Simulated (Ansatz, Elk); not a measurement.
# Bonding as seen by X-rays: Co2Rh2C, part 2 of 2

The structure of Co2Rh2C used here is made up (a known structure type with other elements) and was relaxed beforehand with PBEsol. The aim is the Fourier transform of its all-electron density, F(hkl), set beside the sum over free spherical atoms that refinements use.

Elk 11.2.3 (patched build); all-electron DFT.

So far: The structure; Ground state and structure factors; The magnetisation density.

The structure was built from a prototype and need not be the compound's stable phase.

### Step 4. The highest occupied states alone

Level of this step: DFT, PBE, all-electron APW+lo, Dirac cores, scalar-relativistic bands, static density, ferromagnetic start (Elk).

An energy window below the Fermi level keeps the highest occupied states, to see at which angles they scatter; shallow core shells can lie inside it and anion s states outside. No new self-consistency is needed.

File elk.in:

```
tasks
  195

xctype
  20

spinpol
  .true.

rgkmax
  7.0

gmaxvr
  14.0

lmaxo
  7

lmaxapw
  8

swidth
  0.002

tshift
  .false.

ramdisk
  .false.

hmaxvr
  5.5

maxscl
  120

epspot
  1e-06

reducebf
  0.8

wsfac
  0.045450 0.712940

sppath
  './'

avec
  7.14809302652 -0.00000000000 0.00000000000
  -0.00000000000 7.14809302652 0.00000000000
  0.00000000000 0.00000000000 7.40540190254

atoms
  3
  'Rh.in'
  2
  0.5000000000 0.5000000000 0.0000000000   0.000000 0.000000 -0.015000
  -0.0000000000 -0.0000000000 0.0000000000   0.000000 0.000000 -0.040000
  'Co.in'
  2
  0.0000000000 0.5000000000 0.5000000000   0.000000 0.000000 -0.065000
  0.5000000000 0.0000000000 0.5000000000   0.000000 0.000000 -0.065000
  'C.in'
  1
  0.5000000000 0.5000000000 0.5000000000   0.000000 0.000000 0.000000

ngridk
  5 5 5
```

Started as:

```sh
$ OMP_NUM_THREADS=4 elk
```

Numbers of over 12 decimals in the logs are rounded to 6 here.

Output:

```text
┌─────────────────────────────────┐
│ Elk code version 11.2.3 started │
└─────────────────────────────────┘

Info(readinput): the functional depends on the density's gradient
 muffin-tin radial points multiplied by    2.00000
 (not where nrmtscf is given)

┌────────────────────┐
│ Current task : 195 │
└────────────────────┘
Info(checkmt): changed muffin-tin radius of species 1 (Rh) from   2.6000 to   2.1584
Info(checkmt): changed muffin-tin radius of species 2 (Co) from   2.4000 to   2.1718
Info(checkmt): changed muffin-tin radius of species 3 (C) from   1.8000 to   1.3522

Warning(linengy): could not find 1 linearisation energies in s.c. loop 1

Info(sfacrho): density structure factors written to SFACRHO.OUT

 Energy window :   0.4545000000E-01  0.7129400000

┌──────────────────┐
│ Elk code stopped │
└──────────────────┘
```

The job ended after 7.1 s (4 threads of Arm Neoverse V2, shared host; peak memory 0.25 GiB; 12 s of CPU time).

States within 10 eV below the Fermi level hold 38.00 electrons; any levels below the window count with the cores. Their amplitudes can exceed the total, where window and core parts have opposite phase:

```
hkl  sin θ/λ (Å⁻¹)  abs F, window  abs F, all
001          0.128          3.339      27.900
100          0.132          1.440       4.691
101          0.184          1.269       4.012
110          0.187          1.685      34.066
111          0.226         12.884     105.522
002          0.255         12.360     106.841
200          0.264         11.531     105.087
102          0.287          0.589       2.712
201          0.293          4.164      23.569
210          0.296          0.407       2.550
```

### Step 5. Another functional

The difference from free atoms is small, so it is set against the change that LDA (Perdew-Wang) makes.

Changes to elk.in since step 4:

```diff
@@ -1,6 +1,8 @@
 tasks
+  0
   195
+  196
 
 xctype
-  20
+  3
 
@@ -42,5 +44,2 @@
 
-wsfac
-  0.045450 0.712940
-
 sppath
```

Started as:

```sh
$ OMP_NUM_THREADS=4 elk
```

Output:

```text
┌─────────────────────────┐
│ Elk code version 11.2.3 │
└─────────────────────────┘

All units are atomic (Hartree, Bohr, etc.)

┌─────────────────────────────────────────────────┐
│ Ground-state run starting from atomic densities │
└─────────────────────────────────────────────────┘

Lattice vectors :
   7.148093027      -0.000000000       0.000000000
  -0.000000000       7.148093027       0.000000000
   0.000000000       0.000000000       7.405401903

Reciprocal lattice vectors :
  0.8790016140       0.000000000      -0.000000000
[...]
Moments :
 interstitial                :  -0.5023659200E-01
 muffin-tins
  species : 1 (Rh)
[...]
species : 2 (Co)
[...]
atom 2                    :    1.002295846
  species : 3 (C)
   atom 1                    :  -0.3398693110E-01
 total in muffin-tins        :    2.685123436
 total moment                :    2.634886844

┌──────────────────────────────┐
│ Self-consistent loop stopped │
└──────────────────────────────┘

Warning : core states of species 2 leak from the muffin-tin :   0.1606068937E-02

Warning : core states of species 3 leak from the muffin-tin :   0.1867449327E-03

Wrote STATE.OUT
[key lines of the parts left out:]
total energy                :     -12381.443774982
```

The job ended after 2.2 min (4 threads; peak memory 0.36 GiB).

Against the first run R = 0.05 %; the largest change is -0.055 at 002. The moment goes from 3.59 to 2.63 μB.

### Step 6. Basis size

The basis and the expansions that go with it are enlarged, to see whether the differences are converged.

Changes to elk.in since step 5:

```diff
@@ -6,3 +6,3 @@
 xctype
-  3
+  20
 
@@ -12,12 +12,12 @@
 rgkmax
-  7.0
+  8.5
 
 gmaxvr
-  14.0
+  18.0
 
 lmaxo
-  7
+  9
 
 lmaxapw
-  8
+  10
```

Started as:

```sh
$ OMP_NUM_THREADS=4 elk
```

Output:

```text
┌─────────────────────────┐
│ Elk code version 11.2.3 │
└─────────────────────────┘

All units are atomic (Hartree, Bohr, etc.)

┌─────────────────────────────────────────────────┐
│ Ground-state run starting from atomic densities │
└─────────────────────────────────────────────────┘

Lattice vectors :
   7.148093027      -0.000000000       0.000000000
  -0.000000000       7.148093027       0.000000000
   0.000000000       0.000000000       7.405401903

Reciprocal lattice vectors :
  0.8790016140       0.000000000      -0.000000000
[...]
Moments :
 interstitial                :  -0.7924817736E-01
 muffin-tins
  species : 1 (Rh)
[...]
species : 2 (Co)
[...]
atom 2                    :    1.326000543
  species : 3 (C)
   atom 1                    :  -0.2859799444E-01
 total in muffin-tins        :    3.692855919
 total moment                :    3.613607742

┌──────────────────────────────┐
│ Self-consistent loop stopped │
└──────────────────────────────┘

Warning : core states of species 2 leak from the muffin-tin :   0.1529373228E-02

Warning : core states of species 3 leak from the muffin-tin :   0.1782337421E-03

Wrote STATE.OUT
[key lines of the parts left out:]
total energy                :     -12395.544534269
```

Elapsed: 8 min, on 4 threads; peak memory 0.78 GiB.

Against the first run R = 0.02 %; the largest change is +0.022 at 200. The moment goes from 3.59 to 3.61 μB.

### Step 7. Settings against the effect

| run | R against the first run (%) | R against neutral atoms, low angle (%) | wall time |
| --- | --- | --- | --- |
| PBE, rgkmax 7 | 0.00 | 0.75 | 4.2 min |
| LDA (Perdew-Wang) | 0.05 | 0.77 | 2.2 min |
| rgkmax 8.5 with larger expansions | 0.02 | 0.75 | 8 min |

### Step 8. Summary of results

```yaml
r_against_neutral_atoms_sin_theta_lambda_0p3_a_minus1: 0.75 %
r_against_neutral_atoms_0p3_to_0p82_a_minus1: 0.34 %
```

What this shows: Independent neutral atoms miss the calculated amplitudes by R = 0.75 % below 0.3 Å⁻¹ and 0.34 % from there to 0.82 Å⁻¹; by shells, 2.11 % below 0.15 Å⁻¹ (2 forms), 0.70 % 0.15 to 0.3 (8 forms), 0.38 % 0.3 to 0.45 (13 forms), 0.33 % above 0.45 (81 forms). Bonding, aspherical density and the tables' own atoms all enter these figures, and the runs don't part them. The largest change of an amplitude is -0.77 electrons, at 111. The relaxation gave a moment of 3.80 μB against 3.59 μB here, so the moment isn't settled. The magnetic order is that of the start. No other order was tried here, and an antiferromagnetic one would change or move the magnetic intensity. The window's part falls from 38.0 electrons at the origin to at most 3.35 between 0.45 and 0.82 Å⁻¹, where compact states inside the window still scatter. Below 0.3 Å⁻¹ the changes that finished (LDA (Perdew-Wang) and rgkmax 8.5 with larger expansions) move F by R = 0.04 % at most, against the 0.75 % that separates it from free atoms. The magnetic factors move by R = 23.5 % (LDA (Perdew-Wang)) and 0.4 % (rgkmax 8.5 with larger expansions), so they aren't settled to better than that. The k-mesh has no finished test. Part of the difference isn't bonding: the tables are fits to free atoms and ions calculated by other methods than this functional. Thermal motion, anomalous dispersion and extinction are left out.

[Logs are printed without paths, hosts, clocks, repeated set-up lines and the standing remarks that a program may print on its own settings, such as how far it seeks lower states.]

[Hosts, paths, dates, database ids (printed as entryN), source tags and the programs' standing remarks are cut or masked in the printed files.]
